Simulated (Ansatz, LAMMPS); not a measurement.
# Compressing and expanding amorphous 64SiO2-25Y2O3-11Al2O3 (mol %) (164 atoms): runs compared

How stiff is amorphous 64SiO2-25Y2O3-11Al2O3 (mol %) (164 atoms), and how do its levels respond to strain?

Computed with Ansatz 0.2.0: Kohn-Sham DFT, PBEsol, PAW (set soft_1), plane waves.

## 1. The cell as built

The cell holds 164 atoms: 28 Si, 22 Y, 10 Al and 104 O. Cell: a = 13.034 Å, b = 13.034 Å, c = 13.034 Å, α = 90.0°, β = 90.0°, γ = 90.0°. 164 atoms (28 Si, 22 Er, 10 Al, 104 O) placed at random at 4.5 g/cm³, melted at 5000 K for 10 ps at fixed volume with the Morse and Coulomb pair potential with partial charges (Pedone, Malavasi, Menziani, Cormack and Segre, J. Phys. Chem. B 110, 11780 (2006)). Quenched from 5000 K to 300 K at 1000 K/ps and fixed volume, held 10 ps at zero pressure, then minimised at fixed cell. Then Er was replaced by Y and the cell scaled by 1.01 (the potential has no terms for the new elements, so the cell is a start for a DFT relaxation).

What the set-up can't give: The quench rate of 1000 K/ps far exceeds what a furnace or splat quench reaches, so expect more defects and frozen-in strain than in a real sample. The network of bonds at the start is that of the classical potential that made the cell, and needn't be the one that DFT or experiment would give. Only the Γ point is sampled.

## 2. The reference run

The reference is a single point at the end of the relaxation.

Every strained cell starts from the geometry of this run, and its atoms are relaxed with the cell held.

Its input, with most atom lines left out:

```yaml
crystal:
  lattice:
    - [12.85565, 0.14843, 0.15319]
    - [0.14843, 13.05349, 0.44455]
    - [0.15319, 0.44455, 12.67177]
  atoms:
    - { symbol: Si, position: [0.74085, 0.19384, 0.82966] }
    - { symbol: Si, position: [0.96276, 0.31426, 0.13497] }
    - { symbol: Si, position: [0.41734, 0.03215, 0.98849] }
    - { symbol: Si, position: [0.95218, 0.08013, 0.79059] }
    - { symbol: Si, position: [0.62864, 0.26965, 0.64557] }
    - { symbol: Si, position: [0.14154, 0.46198, 0.9106] }
    - { symbol: Si, position: [0.98829, 0.36035, 0.68622] }
    [... atom lines 8 to 164 left out ...]
kpoints:
  mp_grid: { grid: [1, 1, 1] }
hamiltonian:
  xc: pbesol
  pseudopotentials: { kind: paw, azcp: { folder: soft_1 }, xc_functional: pbe }
scf:
  occupations: { method: fixed }
output:
  forces: true
  stress: true
  populations: true
  dos:
    method: { smearing: { sigma: 0.1 } }
    de: 0.1
    projected: { site_lists: { Al: [Al], O: [O], Si: [Si], "Y": ["Y"] } }
  eigenvalues: true
  write_density: true
  write_potential: true
  volumetric_format: npy
```

| Item | Value |
| --- | --- |
| free energy per atom | -1004.2787 eV/atom |
| r.m.s. force component | 0.0111 eV/Å |
| pressure | 0.00773 GPa |

Filled and empty levels are parted by 3.90 eV (at Γ alone); a semilocal functional tends to put such gaps too low. In a disordered cell it changes from sample to sample, and tail or defect levels can set it.

## 3. The runs

Each row is one run, on 4 threads of Arm Neoverse V2, shared host. The free energy is the program's total, comparable only between runs with the same functional, potentials and atoms.

| run | atoms | outcome | ionic steps, all passes | free energy (eV) | time | host memory (GiB) |
| --- | --- | --- | --- | --- | --- | --- |
| Single point at the start | 164 | converged | - | -164692.812 | 46 s | 3.4 |
| Cell and atoms relaxed | 164 | converged | 28 | -164701.712 | 16 min | 3.5 |
| Single point at the relaxed geometry | 164 | converged | - | -164701.712 | 77 s | 3.7 |
| Volume -3 % | 164 | converged | 10 | -164701.208 | 8 min | 3.7 |
| Volume +3 % | 164 | converged | 7 | -164701.234 | 5.8 min | 3.8 |
| Volume -6 % | 164 | converged | 14 | -164699.941 | 10 min | 3.6 |

In some runs the program notes that the SCF threshold is loose for the stress.

## 4. Pressure against volume

Atoms are relaxed at each volume, in the scaled cell.

| volume change (%) | volume (Å³/atom) | energy change (meV/atom) | pressure (GPa) | largest move on relaxing (Å) | bonds | gap (eV) |
| --- | --- | --- | --- | --- | --- | --- |
| -6 | 12.170 | 10.80 | 4.36 | 0.70 | 306 | 4.01 |
| -3 | 12.559 | 3.08 | 2.55 | 0.19 | 301 | 3.95 |
| +0 | 12.947 | 0.00 | 0.01 | - | 298 | 3.90 |
| +3 | 13.336 | 2.92 | -2.36 | 0.15 | 297 | 3.81 |

## 5. Findings

The bulk modulus, from the slope of pressure against ln V over the three points nearest the relaxed volume, is 81.8 GPa; between neighbouring points the slope runs 57, 84 and 80 GPa from the smallest volume up, without a steady fall, so no pressure derivative is given, and the cell yields more easily when compressed beyond -3 %. The count of bonds runs from 297 to 306 over the series, so at some points contacts cross the cutoffs. At -6 % some atom moved by over 0.5 Å on relaxing, so that point may sit in another local minimum. The gap goes from 4.01 eV at the smallest volume to 3.81 eV at the largest, -2.2 eV per unit of ln V by a straight line, on the run's k-points.

**Limits.** Strains are finite and relaxations stop at the force tolerance of the input, which can leave moduli too stiff; they are those of a static cell at zero temperature. Volumes are changed with the cell's shape held, so in an anisotropic solid the modulus lies over the one under free hydrostatic load. The program notes that the SCF threshold of the relaxations is loose for the stress.

The DFT runs together took 42 min of wall time.

[Logs are printed without paths, hosts, clocks, repeated set-up lines and the standing remarks that a program may print on its own settings, such as how far it seeks lower states.]

[Hosts, paths, dates, database ids (printed as entryN), source tags and the programs' standing remarks are cut or masked in the printed files.]
